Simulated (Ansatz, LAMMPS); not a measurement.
**Amorphous 59SiO2-29PbO-12Li2O (mol %) (133 atoms), step 2 of a relaxation**

The starting structure: 133 atoms (29 Si, 14 Sr, 12 Li, 78 O) placed at random at 3.02 g/cm³, melted at 5000 K for 10 ps at fixed volume with the Morse and Coulomb pair potential with partial charges (Pedone, Malavasi, Menziani, Cormack and Segre, J. Phys. Chem. B 110, 11780 (2006)). Quenched from 5000 K to 300 K at 100 K/ps and fixed volume, held 10 ps at zero pressure, then minimised at fixed cell. Then Sr was replaced by Pb and the cell scaled by 1.008 (the potential has no terms for the new elements, so the cell is a start for a DFT relaxation).

Geometry: step 2 of a relaxation. Computed with Ansatz 0.2.0: Kohn-Sham DFT, PBEsol, PAW (set soft_2), plane waves; cutoff 420 eV, Γ point, gaussian smearing of 0.025 eV; density 4.43 g/cm³.

Cell vectors (Å):

```
12.369 0.000 0.000
0.000 12.369 0.000
0.000 0.000 12.369
```

Positions (Å):

```
1 Si 10.801 9.590 2.360
2 Si 12.014 12.325 3.108
3 Si 5.636 9.739 8.376
4 Si 4.253 2.330 8.982
5 Si 3.919 4.604 4.791
6 Si 6.751 6.873 9.425
7 Si 7.180 10.208 5.568
8 Si 3.482 7.804 7.356
9 Si 10.338 2.765 9.705
10 Si 10.404 2.162 4.627
11 Si 6.974 7.761 1.776
12 Si 5.936 6.049 6.444
13 Si 2.804 1.728 0.921
14 Si 10.675 12.069 9.134
15 Si 9.095 8.912 12.197
16 Si 8.900 7.953 4.347
17 Si 10.750 6.586 6.358
18 Si 1.727 6.756 9.600
19 Si 2.908 11.210 12.044
20 Si 2.632 1.981 3.974
21 Si 2.485 11.504 4.446
22 Si 4.647 5.763 1.853
23 Si 9.468 3.739 6.939
24 Si 5.407 12.153 10.558
25 Si 0.917 8.032 5.342
26 Si 10.930 4.296 2.352
27 Si 7.620 0.608 4.321
28 Si 10.965 1.501 0.574
29 Si 5.595 3.084 1.040
30 Pb 7.784 4.681 3.860
31 Pb 1.151 1.303 10.064
32 Pb 7.444 0.533 7.907
33 Pb 8.351 5.199 12.339
34 Pb 4.369 8.220 4.101
35 Pb 0.043 9.700 11.451
36 Pb 1.124 6.872 1.278
37 Pb 10.805 6.111 9.605
38 Pb 1.549 10.390 8.160
39 Pb 10.757 10.869 5.855
40 Pb 5.265 11.195 2.504
41 Pb 9.209 9.120 9.131
42 Pb 6.685 3.840 9.724
43 Pb 1.049 3.978 7.160
44 Li 8.682 11.895 1.615
45 Li 8.855 11.769 11.282
46 Li 4.147 8.594 0.657
47 Li 1.010 5.670 4.055
48 Li 3.032 4.222 11.418
49 Li 1.688 9.512 2.498
50 Li 2.186 1.007 6.649
51 Li 0.354 3.295 12.222
52 Li 6.253 2.943 6.311
53 Li 5.394 2.011 3.714
54 Li 7.851 1.596 12.023
55 Li 4.128 5.657 10.191
56 O 6.346 8.418 9.037
57 O 8.276 9.863 11.240
58 O 9.684 9.793 1.138
59 O 1.147 8.264 9.779
60 O 2.168 8.095 6.477
61 O 4.443 1.014 10.023
62 O 5.985 10.002 4.572
63 O 4.157 9.231 7.881
64 O 2.054 11.298 10.681
65 O 9.683 6.775 5.112
66 O 10.970 11.047 3.099
67 O 10.136 8.662 3.477
68 O 1.062 11.827 3.623
69 O 2.202 6.044 10.978
70 O 9.781 3.716 10.877
71 O 8.394 9.128 5.388
72 O 6.345 3.157 2.455
73 O 4.634 7.145 6.442
74 O 11.857 0.588 1.651
75 O 11.773 1.688 11.595
76 O 3.144 6.916 8.665
77 O 6.951 6.584 5.393
78 O 6.217 6.290 1.715
79 O 4.484 1.861 1.036
80 O 0.715 5.838 8.766
81 O 4.438 5.499 3.490
82 O 9.581 5.111 2.034
83 O 3.823 3.082 4.229
84 O 1.544 7.708 3.893
85 O 11.022 3.010 1.303
86 O 10.331 2.529 6.197
87 O 9.176 3.289 8.467
88 O 3.396 0.501 4.000
89 O 3.123 10.262 3.689
90 O 9.995 1.154 9.568
91 O 9.582 11.459 8.046
92 O 10.310 8.120 11.477
93 O 2.654 9.853 0.486
94 O 8.081 3.901 6.189
95 O 6.886 0.319 10.827
96 O 4.556 11.400 11.745
97 O 5.943 6.200 10.605
98 O 7.819 7.729 3.159
99 O 1.586 2.124 5.135
100 O 5.661 2.300 8.131
101 O 4.207 3.703 9.833
102 O 2.337 11.521 6.020
103 O 8.043 7.833 0.552
104 O 9.500 0.850 0.436
105 O 10.675 3.538 3.829
106 O 10.436 5.064 6.916
107 O 4.548 4.410 1.008
108 O 6.637 3.169 12.200
109 O 8.319 6.684 9.697
110 O 12.188 9.129 1.713
111 O 12.296 5.133 2.381
112 O 6.492 1.373 5.143
113 O 0.108 9.387 5.522
114 O 11.395 0.962 4.235
115 O 6.390 5.995 8.007
116 O 5.511 11.028 9.319
117 O 2.563 0.144 0.620
118 O 8.946 1.544 4.226
119 O 12.252 6.750 5.718
120 O 2.511 5.079 5.316
121 O 10.501 7.609 7.553
122 O 2.192 2.638 12.145
123 O 5.149 4.696 5.890
124 O 6.629 10.191 7.136
125 O 3.630 6.909 1.483
126 O 12.113 12.173 8.402
127 O 7.992 11.649 5.339
128 O 10.732 11.080 10.389
129 O 5.836 8.874 1.727
130 O 11.768 3.119 9.108
131 O 2.887 2.099 8.144
132 O 2.212 2.142 2.399
133 O 7.256 0.000 2.893
```

**Question.** What force acts on each atom?

Columns: atom, fx, fy, fz (forces in eV/Å).

```
1 -0.055 -0.277 -1.013
2 -0.589 0.440 -0.387
3 0.253 -0.995 -0.087
4 -0.478 -1.293 0.213
5 -0.450 0.372 -0.809
6 0.386 -0.386 -0.788
7 0.367 0.483 0.017
8 0.307 -0.391 0.833
9 -0.607 0.517 -0.910
10 -1.086 0.091 -0.472
11 -0.117 0.077 0.069
12 -0.551 0.754 0.316
13 1.260 -0.443 0.552
14 -0.123 0.297 -0.741
15 0.228 -0.366 1.050
16 0.308 1.092 -0.794
17 -0.674 0.477 -0.163
18 0.285 0.467 0.537
19 0.714 0.386 0.216
20 -0.417 -0.193 -0.120
21 -0.380 1.653 0.030
22 0.640 -0.243 1.217
23 -0.298 -0.603 -0.366
24 -0.919 0.584 -0.046
25 -0.285 -0.245 0.148
26 -0.472 -1.563 -0.129
27 0.298 -0.125 1.084
28 -0.503 -0.017 1.186
29 -0.811 0.498 1.116
30 -0.107 -0.001 0.173
31 -0.077 -0.111 0.132
32 0.204 -0.090 0.125
33 0.280 -0.404 -0.116
34 -0.094 0.216 -0.239
35 0.171 -0.133 0.006
36 0.049 0.155 0.102
37 -0.066 -0.103 -0.336
38 -0.120 0.230 -0.078
39 0.158 -0.214 0.031
40 0.036 -0.267 0.053
41 -0.198 0.048 0.529
42 -0.229 0.225 0.449
43 0.224 -0.018 0.227
44 0.304 0.286 0.237
45 0.131 -0.204 -0.167
46 -0.110 0.014 0.031
47 0.066 -0.082 0.332
48 -0.211 -0.475 0.233
49 -0.099 0.405 -0.062
50 0.147 0.134 -0.286
51 -0.122 -0.396 0.192
52 0.126 -0.046 -0.009
53 0.129 0.222 -0.089
54 -0.115 0.218 0.003
55 0.261 0.489 -0.394
56 -0.007 1.040 0.007
57 -0.238 0.798 -0.557
58 -0.133 0.597 0.166
59 -0.567 0.882 0.085
60 -0.190 0.325 -0.143
61 -0.158 -0.083 -0.141
62 -1.114 -0.036 -0.966
63 -0.508 0.443 -0.210
64 -0.899 0.072 -1.008
65 -0.203 -0.368 -0.145
66 -0.365 0.229 0.539
67 -0.324 -0.461 1.004
68 0.155 -0.498 -0.148
69 0.601 -0.546 0.296
70 -0.411 0.246 0.842
71 0.465 -0.236 0.357
72 0.269 -0.204 0.797
73 0.208 -0.128 -0.260
74 0.429 -0.012 -0.338
75 0.745 0.324 -0.716
76 0.221 -0.306 0.103
77 0.613 0.126 -1.004
78 0.560 -0.146 -0.153
79 -0.129 -0.252 -0.157
80 -0.672 -0.868 -0.897
81 0.182 -0.034 0.024
82 -0.693 0.332 -0.324
83 1.421 -0.426 -0.088
84 0.241 -0.377 -0.586
85 0.404 0.327 -0.378
86 0.755 -0.187 0.389
87 0.312 -0.386 0.385
88 0.504 -0.391 0.103
89 0.692 -1.210 -0.550
90 -0.506 -0.504 0.291
91 -0.449 -0.081 -0.333
92 0.455 -0.144 -0.586
93 0.174 -0.663 0.571
94 -0.921 0.097 -0.522
95 0.989 0.017 0.065
96 0.326 -0.204 -0.040
97 -1.032 -0.697 0.278
98 0.076 -0.438 0.547
99 -0.561 -0.071 0.754
100 0.736 0.179 -0.586
101 0.443 0.902 0.607
102 -0.328 0.013 1.253
103 0.051 -0.559 -0.096
104 -0.957 -0.485 -0.139
105 0.150 0.481 -0.017
106 0.935 0.299 0.051
107 -0.417 -0.187 -0.984
108 0.835 -0.106 -0.972
109 0.745 0.488 -0.068
110 0.809 -0.452 -0.005
111 0.970 0.646 0.040
112 -0.632 0.606 0.287
113 -0.449 0.899 0.555
114 0.637 -0.502 0.541
115 -0.221 -0.454 0.244
116 0.139 -0.040 -0.434
117 -0.254 0.097 0.348
118 0.191 0.102 -0.284
119 0.669 -0.645 -0.209
120 -0.911 0.365 0.414
121 0.148 0.017 0.823
122 -0.776 1.078 -0.684
123 0.430 -0.878 0.420
124 0.185 0.337 0.097
125 -1.191 0.953 -0.414
126 1.131 -0.113 -0.421
127 0.072 -0.177 0.433
128 -0.240 -0.700 0.704
129 -0.775 0.839 0.257
130 1.274 0.184 -0.205
131 -0.686 0.077 -0.495
132 -0.371 0.161 -0.248
133 -0.030 -0.472 -1.006
```

The quench rate of 100 K/ps is many orders above laboratory rates, so the cell is likely richer in defects and strain than a real sample. The network of bonds at the start is that of the classical potential that made the cell. Only the Γ point is sampled, in a cell whose shortest periodic width is 12 Å.

The r.m.s. force component is 0.515 eV/Å; the longest force, 1.70 eV/Å, acts on Si21. The energy lies 30.0 meV/atom below that of the first step of this run.

[Logs are printed without paths, hosts, clocks, repeated set-up lines and the standing remarks that a program may print on its own settings, such as how far it seeks lower states.]

[Hosts, paths, dates, database ids (printed as entryN), source tags and the programs' standing remarks are cut or masked in the printed files.]
